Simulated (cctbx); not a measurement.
# In17Bi2 across an absorption edge

Space group P6_3/mmc (no. 194), a = 10.3030 Å, b = 10.3030 Å, c = 9.9800 Å, α = 90.00°, β = 90.00°, γ = 120.00°.

| atom | mult. | x | y | z | Ueq (Å²) |
| --- | --- | --- | --- | --- | --- |
| Bi1 | 2 | 2/3 | 1/3 | 1/4 | 0.0091 |
| Bi2 | 2 | 0 | 0 | 3/4 | 0.0082 |
| In1 | 4 | 2/3 | 1/3 | 0.8869 | 0.0092 |
| In2 | 12 | 0.8310 | 0.6620 | 0.9983 | 0.0067 |
| In3 | 12 | 0.3705 | 0.3339 | 3/4 | 0.0056 |
| In4 | 6 | 0 | 1/2 | 1/2 | 0.0142 |

The model was made for the exercise: a known structure type with other elements put in, its volume estimated, not relaxed; displacement parameters are assumed.

Calculated with cctbx: free-atom f′ and f″ from the Sasaki tables, no fine structure; amplitudes in electrons.

```
E (eV)  F 0 2 1  F 0 1 1  F 0 2 0  F 1 2 2
 12819    122.7     51.2     39.3     83.9
 13169    119.7     53.9     37.6     82.3
 13299    117.4     56.2     36.3     80.9
 13359    115.1     58.5     35.0     79.6
 13389    112.8     60.8     33.7     78.3
 13404    110.6     63.1     32.3     77.0
 13411    108.6     65.1     31.2     75.8
 13415    106.4     67.3     29.9     74.6
 13423    106.8     68.7     30.6     74.8
 13427    109.4     66.2     32.1     76.3
 13434    111.6     63.9     33.3     77.5
 13449    114.0     61.5     34.6     78.9
 13479    116.3     59.2     36.0     80.2
 13569    119.4     56.0     37.7     82.0
 13819    122.5     52.6     39.5     83.8
```

**Question.** Which edge is crossed, and why do the reflections move as they do?

The L3 edge of Bi. The edge is at 13419 eV. f′ of Bi falls from -12.2 e at 13299 eV to -18.6 e at 4 eV below it, and f″ steps from 3.96 to 10.11 e across it. Over that approach |F| changes by -9 % (0 2 1), +20 % (0 1 1), -18 % (0 2 0) and -8 % (1 2 2): a reflection falls where Bi scatters in phase with the total and rises where it scatters against it; it hardly moves where the Bi term is small or cancels by symmetry. Above the edge the larger f″ enters the imaginary part, where it can add to or cancel the other atoms' f″. The structure is centrosymmetric, so Friedel mates stay equal.

[Logs are printed without paths, hosts, clocks, repeated set-up lines and the standing remarks that a program may print on its own settings, such as how far it seeks lower states.]
